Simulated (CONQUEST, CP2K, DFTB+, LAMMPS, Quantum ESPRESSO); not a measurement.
## Finding the fault: CP2K, glassy 55SiO2-45BaO (mol %) (107 atoms)

Program: CP2K 2026.2, a calculation on a cell of 23 Si, 19 Ba and 65 O, 16.8 Å³ an atom.

input.inp reads:

```
&GLOBAL
  PROJECT cell
  RUN_TYPE ENERGY_FORCE
  PRINT_LEVEL LOW
&END GLOBAL
&FORCE_EVAL
  METHOD QS
  STRESS_TENSOR ANALYTICAL
  &DFT
    BASIS_SET_FILE_NAME BASIS_MOLOPT_UZH
    POTENTIAL_FILE_NAME POTENTIAL_UZH
    &MGRID
      CUTOFF 600
      REL_CUTOFF 50
      NGRIDS 5
    &END MGRID
    &QS
      EPS_DEFAULT 1.0E-12
    &END QS
    &SCF
      SCF_GUESS ATOMIC
      EPS_SCF 1.0E-06
      MAX_SCF 60
      ADDED_MOS 14
      &DIAGONALIZATION
        ALGORITHM STANDARD
      &END DIAGONALIZATION
      &SMEAR ON
        METHOD FERMI_DIRAC
        ELECTRONIC_TEMPERATURE [K] 580
      &END SMEAR
      &MIXING
        METHOD DIRECT_P_MIXING
        ALPHA 0.8
      &END MIXING
      &PRINT
        &RESTART OFF
        &END RESTART
      &END PRINT
    &END SCF
    &XC
      &XC_FUNCTIONAL PBE
      &END XC_FUNCTIONAL
    &END XC
    &PRINT
      &MULLIKEN ON
      &END MULLIKEN
      &HIRSHFELD ON
        SHAPE_FUNCTION DENSITY
      &END HIRSHFELD
      &MO ON
        EIGENVALUES T
        OCCUPATION_NUMBERS T
        MO_INDEX_RANGE 325 348
        &EACH
          QS_SCF 0
        &END EACH
        ADD_LAST NUMERIC
      &END MO
    &END PRINT
  &END DFT
  &SUBSYS
    &CELL
      A 12.14935 0.00000 0.00000
      B 0.00000 12.14935 0.00000
      C 0.00000 0.00000 12.14935
    &END CELL
    &COORD
      Si 3.28433 1.17314 3.39489
      Si 8.69347 12.04742 2.13087
      Si 5.32725 7.02573 7.05926
      Si 2.69995 2.16829 10.39705
      Si 3.82680 12.01887 8.62069
      Si 4.23769 4.83896 11.07924
      Si 9.63577 8.47429 10.64526
      Si 7.54766 10.57115 4.47655
      Si 3.74601 10.40470 2.17303
      Si 0.13048 8.64268 0.27615
[... 93 atom lines left out ...]
      O 5.82075 7.05707 5.51082
      O 9.33981 10.08238 10.75145
      O 8.45437 10.67490 5.81857
      O 5.31315 8.25682 0.22391
    &END COORD
    &KIND Si
      BASIS_SET DZVP-MOLOPT-PBE-GTH-q4
      POTENTIAL GTH-PBE-q4
    &END KIND
    &KIND Ba
      BASIS_SET DZVP-MOLOPT-PBE-GTH-q10
      POTENTIAL GTH-PBE-q10
    &END KIND
    &KIND O
      BASIS_SET DZVP-MOLOPT-PBE-GTH-q6
      POTENTIAL GTH-PBE-q6
    &END KIND
  &END SUBSYS
  &PRINT
    &FORCES ON
    &END FORCES
    &STRESS_TENSOR ON
    &END STRESS_TENSOR
  &END PRINT
&END FORCE_EVAL
```

Started as:

```
$ OMP_NUM_THREADS=1 mpirun -np 4 cp2k.psmp -i input.inp > output.txt
```

Numbers of over 12 decimals in the logs are rounded to 6 here.

Log:

```text
CP2K| version string:                                       CP2K version 2026.2
 CP2K| Input file name                                                 input.inp
 GLOBAL| Basis set file name                                    BASIS_MOLOPT_UZH
 GLOBAL| Potential file name                                       POTENTIAL_UZH
 GLOBAL| Run type                                                   ENERGY_FORCE
 GLOBAL| Total number of message passing processes                             4
 GLOBAL| Number of threads for this process                                    1
 TOTAL NUMBERS AND MAXIMUM NUMBERS
  Total number of            - Atomic kinds:                                   3
                             - Atoms:                                        107
                             - Shell sets:                                   107
                             - Shells:                                       554
                             - Primitive Cartesian functions:                531
                             - Cartesian basis functions:                   1517
                             - Spherical basis functions:                   1410
  Maximum angular momentum of- Orbital basis functions:                        2
                             - Local part of the GTH pseudopotential:          2
                             - Non-local part of the GTH pseudopotential:      3
 SCF PARAMETERS         Density guess:                                    ATOMIC
                        max_scf:                                              60
                        eps_scf:                                        1.00E-06
                        added MOs                                        14    0
                        Mixing method:                           DIRECT_P_MIXING
                        Smear method:                                FERMI_DIRAC
                        Electronic temperature [K]:                        580.0
                        Electronic temperature [a.u.]:                  1.84E-03
                        Accuracy threshold:                             1.00E-10
 Extrapolation method: initial_guess
 Number of electrons:                                                        672
 Number of occupied orbitals:                                                336
 Number of molecular orbitals:                                               350
 Number of orbital functions:                                               1410
 Number of independent orbital functions:                                   1410
 SCF WAVEFUNCTION OPTIMIZATION
  Step     Update method      Time    Convergence         Total energy    Change
     1 P_Mix/Diag. 0.80E+00    3.1     1.04361854     -1627.1146191951 -1.63E+03
 *** the last MO => Add more MOs for proper smearing.                   ***
     2 P_Mix/Diag. 0.80E+00    5.4     1.39488475     -1618.4781902171  8.64E+00
 *** the last MO => Add more MOs for proper smearing.                   ***
     3 P_Mix/Diag. 0.80E+00    5.3     9.84218580     -1596.4573769557  2.20E+01
[...]
59 P_Mix/Diag. 0.80E+00    5.2    43.87123227      1611.8764853924 -2.30E+01
    60 P_Mix/Diag. 0.80E+00    5.3    42.05121937      1605.9223464135 -5.95E+00
  Leaving inner SCF loop after reaching    60 steps.
  Electronic density on regular grids:       -671.9999999999        0.0000000001
  Core density on regular grids:              671.9999999994       -0.0000000006
  Total charge density on r-space grids:       -0.0000000004
  Total charge density g-space grids:          -0.0000000004
  Overlap energy of the core charge distribution:               1.84537e-06
  Self energy of the core charge distribution:              -3928.003673
  Core Hamiltonian energy:                                   1474.862321
  Hartree energy:                                            4427.461530
  Exchange-correlation energy:                               -368.394833
  Electronic entropic energy:                                  -0.000612254
  Fermi energy:                                                -6.293058
  Total energy:                                              1605.922346
  Total energy (extrapolated to T->0):                       1605.922653
 *   ___                                                                       *
 *  /   \                                                                      *
 * [ABORT]                                                                     *
 *  \___/     SCF run NOT converged. To continue the calculation regardless,   *
 *    |             please set the keyword IGNORE_CONVERGENCE_FAILURE.         *
 *  O/|                                                                        *
 * /| |                                                                        *
```

It took 5.2 min on 4 MPI ranks of Intel Xeon 6975P-C (Granite Rapids), shared host; peak memory 3.8 GiB.

Banners, paths, timers and routine set-up lines are dropped from the logs unmarked, and long logs keep their key lines alone; longer cuts are marked.

Why should this run not be trusted?

Mixing far too strong: mixer DIRECT_P_MIXING and mixing weight 0.8.

The run ended unconverged.

[Also dropped from logs without a mark: logging warnings of Python, and SIESTA's first energy breakdown and zero terms.]

[Logs are printed without paths, hosts, clocks, repeated set-up lines and the standing remarks that a program may print on its own settings, such as how far it seeks lower states.]

[Hosts, paths, dates, database ids (printed as entryN), source tags and the programs' standing remarks are cut or masked in the printed files.]
